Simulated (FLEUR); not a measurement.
# How the volume moves the moments of NiO, part 2 of 2

Wanted: the trend of the moments of NiO with the volume.

FLEUR MaX-R8.1; LDA (VWN) with U = 6 eV on Ni d; all-electron FLAPW, Dirac cores, scalar-relativistic bands.

So far, largest spin moment in the muffin-tin sphere (μB): step 2 (factor 1, start ferro +) 1.76; step 3 (factor 1, start antiferro q=(0,1/2,1/2) +-) 1.77.

### Step 4. Factor 1.12, start ferro +

The farthest finished point is shown in full.

The k list default-1 (kpts.xml, not shown) is a Γ-centred 8×8×8 mesh.

File inp.xml:

```
<?xml version="1.0" encoding="UTF-8" standalone="no"?>
<fleurInput fleurInputVersion="0.39">
   <comment>
      NiO
   </comment>
   <calculationSetup>
      <cutoffs Kmax="4.4" Gmax="13.2" GmaxXC="13.2" numbands="0"/>
      <scfLoop itmax="110" minDistance="0.0001" maxIterBroyd="15" imix="Anderson" alpha="0.05" precondParam="0.0" spinf="2.0" sdNocoIR="T"/>
      <coreElectrons ctail="T" frcor="F" kcrel="0" coretail_lmax="0"/>
      <xcFunctional name="vwn" relativisticCorrections="F"/>
      <magnetism jspins="2"/>
      <soc l_soc="F" theta="0.0" phi="0.0" spav="F"/>
      <expertModes spex="0" secvar="F"/>
      <geometryOptimization l_f="F" forcealpha="1.0" forcemix="BFGS" epsdisp="0.00001" epsforce="0.00001"/>
      <ldaU l_linMix="F" mixParam="0.05" spinf="1.0"/>
   </calculationSetup>
   <cell>
      <bzIntegration valenceElectrons="24.0" mode="hist" fermiSmearingEnergy="0.00183747">
         <kPointListSelection listName="default-1"/>
         <xi:include xmlns:xi="http://www.w3.org/2001/XInclude" href="kpts.xml"> </xi:include>
      </bzIntegration>
      <xi:include xmlns:xi="http://www.w3.org/2001/XInclude" href="sym.xml"> </xi:include>
      <bulkLattice scale="1.0">
         <bravaisMatrix>
            <row-1>    0.0000000000000000     4.0935368140173605     4.0935368140173605</row-1>
            <row-2>    4.0935368140173605     0.0000000000000000     4.0935368140173605</row-2>
            <row-3>    4.0935368140173605     4.0935368140173605     0.0000000000000000</row-3>
         </bravaisMatrix>
      </bulkLattice>
   </cell>
   <atomSpecies>
      <species name="Nickel (Ni2.000" element="Ni" atomicNumber="28">
         <mtSphere radius="2.35" gridPoints="777" logIncrement="0.016"/>
         <atomicCutoffs lmax="8" lnonsphr="6"/>
         <electronConfig flipSpins="F">
            <coreConfig>(1s1/2) (2s1/2) (2p1/2) (2p3/2)</coreConfig>
            <valenceConfig>(3s1/2) (3p1/2) (3p3/2) (4s1/2) (3d3/2) (3d5/2)</valenceConfig>
            <stateOccupation state="(3d3/2)" spinUp="2.0" spinDown="1.2"/>
            <stateOccupation state="(3d5/2)" spinUp="3.0" spinDown="1.8"/>
         </electronConfig>
         <energyParameters s="4" p="4" d="3" f="4"/>
         <ldaU l="2" U="6.0" J="0.0" l_amf="F"/>
         <lo type="SCLO" l="0" n="3" eDeriv="0"/>
         <lo type="SCLO" l="1" n="3" eDeriv="0"/>
      </species>
      <species name="Oxygen (O)" element="O" atomicNumber="8">
         <mtSphere radius="1.33" gridPoints="441" logIncrement="0.024"/>
         <atomicCutoffs lmax="6" lnonsphr="4"/>
         <electronConfig flipSpins="F">
            <coreConfig>(1s1/2)</coreConfig>
            <valenceConfig>(2s1/2) (2p1/2) (2p3/2)</valenceConfig>
            <stateOccupation state="(2p1/2)" spinUp="0.666667" spinDown="0.666667"/>
            <stateOccupation state="(2p3/2)" spinUp="1.333333" spinDown="1.333333"/>
         </electronConfig>
         <energyParameters s="2" p="2" d="3" f="4"/>
      </species>
   </atomSpecies>
   <atomGroups>
      <atomGroup species="Nickel (Ni2.000">
         <relPos label="                   1">.0000000000 .0000000000 .0000000000</relPos>
         <force calculate="T" relaxXYZ="TTT"/>
      </atomGroup>
      <atomGroup species="Oxygen (O)">
         <relPos label="                   2">1.000/2.000 1.000/2.000 1.000/2.000</relPos>
         <force calculate="T" relaxXYZ="TTT"/>
      </atomGroup>
   </atomGroups>
   <output dos="F" band="F" slice="F">
      <bandDOS minEnergy="-.5*Htr" maxEnergy="0.5*Htr" sigma="0.015" storeEVData="T"/>
      <plotting iplot="0" polar="F">
         <plot TwoD="T" vec1="  1.0  0.0  0.0" vec2="  0.0  1.0  0.0" vec3="  0.0  0.0  1.0" zero="  0.0  0.0  0.0" file="plot"/>
      </plotting>
      <moessbauerParams electricFieldGradient="F" isomerShift="F" coreHyperfine="F" valenceHyperfine="F"/>
   </output>
</fleurInput>
```

File crystal.txt:

```
NiO
&input film=F cartesian=F /
0.00000000000  2.16620639400  2.16620639400
2.16620639400  0.00000000000  2.16620639400
2.16620639400  2.16620639400  0.00000000000
1.8897261246
1.0 1.0 1.0

2
28 0.00000000000  0.00000000000  0.00000000000 : 2.000
8 0.50000000000  0.50000000000  0.50000000000

&kpt div1=8 div2=8 div3=8 gamma=T /
```

Run with:

```console
$ OMP_NUM_THREADS=1 inpgen -f crystal.txt > inpgen.log  # inp.xml is then edited as shown
$ OMP_NUM_THREADS=1 mpirun -n 4 fleur_MPI > fleur.log
```

The log of the run:

```text
[banner, memory and clock lines left out]
Welcome to FLEUR        (www.flapw.de)
      MaX-Release 8.1          (www.max-centre.eu)

 ========== k-point set info ==========
 Selected k-point list: default-1
 k-point list type: mesh
 0 x 0 x 0
 Number of k points: 32

 [... set-up left out ...]
 no density matrix found ... skipping LDA+U
 Reset of history
 Iteration:     1   Distance:      25.30363876 me/bohr^3
 Iteration:     2   Distance:      36.19334482 me/bohr^3
 Iteration:     3   Distance:      33.86781725 me/bohr^3
 Iteration:     4   Distance:      18.45631684 me/bohr^3
[...]
[... left out ...]
            <freeEnergy value="-1593.0935398376"/>
            <extrapolationTo0K value="-1593.0935398376"/>
         </totalEnergy>
         [... left out ...]
         <ldaUDensityMatrixConvergence>
            <distance spin="1" distance="0.000000"/>
            <distance spin="2" distance="0.000000"/>
         </ldaUDensityMatrixConvergence>
         <densityConvergence units="me/bohr^3">
            <chargeDensity spin="1" distance="0.0000635920"/>
            <chargeDensity spin="2" distance="0.0000271787"/>
            <overallChargeDensity distance="0.0000520134"/>
            <spinDensity distance="0.0000828243"/>
         </densityConvergence>
      </iteration>
```

Run time: 7.2 s. Hardware: 4 MPI ranks of Intel Xeon Platinum 8559C (Emerald Rapids), shared host; peak memory 0.21 GiB.

Spin moment in the muffin-tin sphere by atom:

| atom | spin moment in the muffin-tin sphere (μB) |
| --- | --- |
| Ni1 | 1.78 |
| O2 | 0.18 |

This step gave:

```
free energy                                                       : -43350.2836 eV
program's band gap on this mesh (in a metal only a level spacing) : 1.834 eV
magnetization                                                     : 2 μB
final state                                                       : ferromagnetic
```

After 18 cycles the largest moment stands at 1.78 μB.

### Step 5. Factor 1.12, start antiferro q=(0,1/2,1/2) +-

The k list default-1 (kpts.xml, not shown) is a Γ-centred 8×4×8 mesh.

Edit inp.xml of step 4 so:

```diff
@@ -17,3 +17,3 @@
    <cell>
-      <bzIntegration valenceElectrons="24.0" mode="hist" fermiSmearingEnergy="0.00183747">
+      <bzIntegration valenceElectrons="48.0" mode="hist" fermiSmearingEnergy="0.00183747">
          <kPointListSelection listName="default-1"/>
@@ -25,4 +25,4 @@
             <row-1>    0.0000000000000000     4.0935368140173605     4.0935368140173605</row-1>
-            <row-2>    4.0935368140173605     0.0000000000000000     4.0935368140173605</row-2>
-            <row-3>    4.0935368140173605     4.0935368140173605     0.0000000000000000</row-3>
+            <row-2>    8.1870736280347209     0.0000000000000000     8.1870736280347209</row-2>
+            <row-3>    8.1870736280347209     4.0935368140173605     4.0935368140173605</row-3>
          </bravaisMatrix>
@@ -39,2 +39,16 @@
             <stateOccupation state="(3d5/2)" spinUp="3.0" spinDown="1.8"/>
+         </electronConfig>
+         <energyParameters s="4" p="4" d="3" f="4"/>
+         <ldaU l="2" U="6.0" J="0.0" l_amf="F"/>
+         <lo type="SCLO" l="0" n="3" eDeriv="0"/>
+         <lo type="SCLO" l="1" n="3" eDeriv="0"/>
+      </species>
+      <species name="Nickel (Ni-2.000" element="Ni" atomicNumber="28">
+         <mtSphere radius="2.35" gridPoints="777" logIncrement="0.016"/>
+         <atomicCutoffs lmax="8" lnonsphr="6"/>
+         <electronConfig flipSpins="F">
+            <coreConfig>(1s1/2) (2s1/2) (2p1/2) (2p3/2)</coreConfig>
+            <valenceConfig>(3s1/2) (3p1/2) (3p3/2) (4s1/2) (3d3/2) (3d5/2)</valenceConfig>
+            <stateOccupation state="(3d3/2)" spinUp="1.2" spinDown="2.0"/>
+            <stateOccupation state="(3d5/2)" spinUp="1.8" spinDown="3.0"/>
          </electronConfig>
@@ -62,4 +76,12 @@
       </atomGroup>
+      <atomGroup species="Nickel (Ni-2.000">
+         <relPos label="                   2">.0000000000 1.000/2.000 .0000000000</relPos>
+         <force calculate="T" relaxXYZ="TTT"/>
+      </atomGroup>
       <atomGroup species="Oxygen (O)">
-         <relPos label="                   2">1.000/2.000 1.000/2.000 1.000/2.000</relPos>
+         <relPos label="                   3">1.000/2.000 .0000000000 1.000/2.000</relPos>
+         <force calculate="T" relaxXYZ="TTT"/>
+      </atomGroup>
+      <atomGroup species="Oxygen (O)">
+         <relPos label="                   4">1.000/2.000 1.000/2.000 1.000/2.000</relPos>
          <force calculate="T" relaxXYZ="TTT"/>
```

File crystal.txt:

```
NiO
&input film=F cartesian=F /
0.00000000000  2.16620639400  2.16620639400
4.33241278800  0.00000000000  4.33241278800
4.33241278800  2.16620639400  2.16620639400
1.8897261246
1.0 1.0 1.0

4
28 0.00000000000  0.00000000000  0.00000000000 : 2.000
28 0.00000000000  0.50000000000  0.00000000000 : -2.000
8 0.50000000000  0.00000000000  0.50000000000
8 0.50000000000  0.50000000000  0.50000000000

&kpt div1=8 div2=4 div3=8 gamma=T /
```

The log of the run:

```text
[banner, memory and clock lines left out]
Welcome to FLEUR        (www.flapw.de)
      MaX-Release 8.1          (www.max-centre.eu)

 ========== k-point set info ==========
 Selected k-point list: default-1
 k-point list type: mesh
 0 x 0 x 0
 Number of k points: 80

 [... set-up left out ...]
 no density matrix found ... skipping LDA+U
 Reset of history
 Iteration:     1   Distance:      27.97167799 me/bohr^3
 Iteration:     2   Distance:      36.46145521 me/bohr^3
 Iteration:     3   Distance:      33.97394281 me/bohr^3
 Iteration:     4   Distance:      18.76723822 me/bohr^3
[...]
[... left out ...]
            <freeEnergy value="-3186.1861368088"/>
            <extrapolationTo0K value="-3186.1861368088"/>
         </totalEnergy>
         [... left out ...]
         <ldaUDensityMatrixConvergence>
            <distance spin="1" distance="0.000002"/>
            <distance spin="2" distance="0.000002"/>
         </ldaUDensityMatrixConvergence>
         <densityConvergence units="me/bohr^3">
            <chargeDensity spin="1" distance="0.0000581839"/>
            <chargeDensity spin="2" distance="0.0000581836"/>
            <overallChargeDensity distance="0.0000926454"/>
            <spinDensity distance="0.0000704148"/>
         </densityConvergence>
      </iteration>
```

Run time: 47 s. Hardware: 4 MPI ranks; peak memory 0.35 GiB.

This step gave:

| Property | Result |
| --- | --- |
| free energy | -86700.5416 eV |
| program's band gap on this mesh (in a metal only a level spacing) | 1.866 eV |
| magnetization | 0 μB |
| final state | antiferromagnetic |
| largest moment | 1.789 μB |

After 17 cycles the largest moment stands at 1.79 μB.

### Step 6. Trends

In all 18 runs were made at the factors 0.88, 0.91, 0.94, 0.97, 1, 1.03, 1.06, 1.09 and 1.12, of which 18 converged. The tables hold the factors at which the parallel start converged, and CPU times count converged runs alone. Differences are of free energies.

Final states:

| volume factor | ferro + | antiferro q=(0,1/2,1/2) +- | CPU time (s) |
| --- | --- | --- | --- |
| 0.88 | ferromagnetic | antiferromagnetic | 163.6 |
| 0.91 | ferromagnetic | antiferromagnetic | 162.6 |
| 0.94 | ferromagnetic | antiferromagnetic | 170.7 |
| 0.97 | ferromagnetic | antiferromagnetic | 175.9 |
| 1 | ferromagnetic | antiferromagnetic | 190 |
| 1.03 | ferromagnetic | antiferromagnetic | 190.3 |
| 1.06 | ferromagnetic | antiferromagnetic | 196.5 |
| 1.09 | ferromagnetic | antiferromagnetic | 201.9 |
| 1.12 | ferromagnetic | antiferromagnetic | 214.8 |

Table of energy over the lowest point, ferro + by volume factor:

| volume factor | energy over the lowest point, ferro + (meV a primitive cell) |
| --- | --- |
| 0.8800 | 71.7 |
| 0.9100 | 18.2 |
| 0.9400 | 0 |
| 0.9700 | 5.42 |
| 1.0000 | 36.3 |
| 1.0300 | 77.1 |
| 1.0600 | 148 |
| 1.0900 | 227 |
| 1.1200 | 302 |

Largest sphere moment against volume factor:

| volume factor | ferro + (μB) | antiferro q=(0,1/2,1/2) +- (μB) |
| --- | --- | --- |
| 0.8800 | 1.73 | 1.74 |
| 0.9100 | 1.74 | 1.75 |
| 0.9400 | 1.74 | 1.76 |
| 0.9700 | 1.75 | 1.76 |
| 1.0000 | 1.76 | 1.77 |
| 1.0300 | 1.76 | 1.78 |
| 1.0600 | 1.77 | 1.78 |
| 1.0900 | 1.77 | 1.79 |
| 1.1200 | 1.78 | 1.79 |

The net moment, ferro + stays at 2 μB a primitive cell for volume factor from 0.88 to 1.12.

Energy less that of the parallel start, antiferro q=(0,1/2,1/2) +- against volume factor:

| volume factor | energy less that of the parallel start, antiferro q=(0,1/2,1/2) +- (meV a seeded atom) |
| --- | --- |
| 0.8800 | 18.7 |
| 0.9100 | 18.0 |
| 0.9400 | 17.2 |
| 0.9700 | 16.5 |
| 1.0000 | 15.7 |
| 1.0300 | 14.9 |
| 1.0600 | 14.3 |
| 1.0900 | 13.5 |
| 1.1200 | 12.8 |

### Step 7. Summary of results

- largest moment, parallel start: 1.73 μB at 0.88, 1.78 μB at 1.12
- net moment, parallel start: 2 to 2 μB a primitive cell
- start antiferro q=(0,1/2,1/2) +- less the parallel start: +18.7 meV at 0.88, +12.8 meV at 1.12, a seeded atom

**Reading.** The largest moment of the parallel start goes from 1.73 μB at 0.88 to 1.78 μB at 1.12. Its energy is least at 0.94 of the points run. The start antiferro q=(0,1/2,1/2) +- lies over the parallel start at every point where both finished. The opposed order is one of several, taken for its small cell; another can lie lower, so the scan does not name the ground state. Atoms were not relaxed at any point.

[Logs and program files are shortened in this print: banners, set-up blocks, solver, clock and traceback lines can be left out without a mark of their own.]

[Logs are printed without paths, hosts, clocks, repeated set-up lines and the standing remarks that a program may print on its own settings, such as how far it seeks lower states.]

[Hosts, paths, dates, database ids (printed as entryN), source tags and the programs' standing remarks are cut or masked in the printed files.]

[Where a cell is said to come from a database of computed structures, the database is the Materials Project.]
